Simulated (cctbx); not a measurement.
## Be4Al4Fe2Cu across an absorption edge

Space group C2/m (no. 12), a = 7.5530 Å, b = 4.3770 Å, c = 7.8210 Å, α = 90.00°, β = 105.06°, γ = 90.00°.

| atom | mult. | x | y | z | Ueq (Å²) |
| --- | --- | --- | --- | --- | --- |
| Cu1 | 2 | 0 | 0 | 0 | 0.0063 |
| Fe1 | 4 | 0.7772 | 0 | 0.7493 | 0.0086 |
| Al1 | 4 | 0.0871 | 0 | 0.6985 | 0.0119 |
| Al2 | 4 | 0.5611 | 0 | 0.1962 | 0.0090 |
| Be1 | 4 | 1/4 | 1/4 | 1/2 | 0.0113 |
| Be2 | 4 | 1/4 | 3/4 | 0 | 0.0106 |

This is a model crystal, built by substitution and not relaxed, with assumed displacement parameters.

Calculated with cctbx: free-atom f′ and f″ from the Sasaki tables, no fine structure; amplitudes in electrons.

| E (eV) | F 2 0 2 | F 2 0 1 | F 0 2 0 | F 0 0 2 |
| --- | --- | --- | --- | --- |
| 6512 | 23.4 | 32.7 | 160.6 | 76.5 |
| 6862 | 20.2 | 33.5 | 157.0 | 73.4 |
| 6992 | 17.5 | 34.3 | 154.0 | 70.6 |
| 7052 | 14.7 | 35.2 | 151.0 | 67.6 |
| 7082 | 12.2 | 36.1 | 148.4 | 65.0 |
| 7097 | 9.5 | 37.0 | 145.5 | 62.1 |
| 7104 | 7.1 | 37.9 | 143.0 | 59.5 |
| 7108 | 4.6 | 38.8 | 140.3 | 56.7 |
| 7116 | 14.1 | 39.2 | 140.5 | 58.0 |
| 7120 | 15.1 | 38.1 | 143.7 | 61.2 |
| 7127 | 16.5 | 37.2 | 146.5 | 64.0 |
| 7142 | 18.3 | 36.1 | 149.6 | 67.1 |
| 7172 | 20.2 | 35.1 | 152.5 | 70.1 |
| 7262 | 23.1 | 33.5 | 156.5 | 74.3 |
| 7512 | 26.1 | 31.8 | 160.4 | 78.7 |

**Question.** Which edge is crossed, and why do the reflections move as they do?

The K edge of Fe. The edge is at 7112 eV. f′ of Fe falls from -3.8 e at 6992 eV to -7.3 e at 4 eV below it, and f″ steps from 0.47 to 3.94 e across it. Over that approach |F| changes by -74 % (2 0 2), +13 % (2 0 1), -9 % (0 2 0) and -20 % (0 0 2): a reflection falls where Fe scatters in phase with the total and rises where it scatters against it; it hardly moves where the Fe term is small or cancels by symmetry. Above the edge the larger f″ enters the imaginary part, where it can add to or cancel the other atoms' f″. The structure is centrosymmetric, so Friedel mates stay equal.
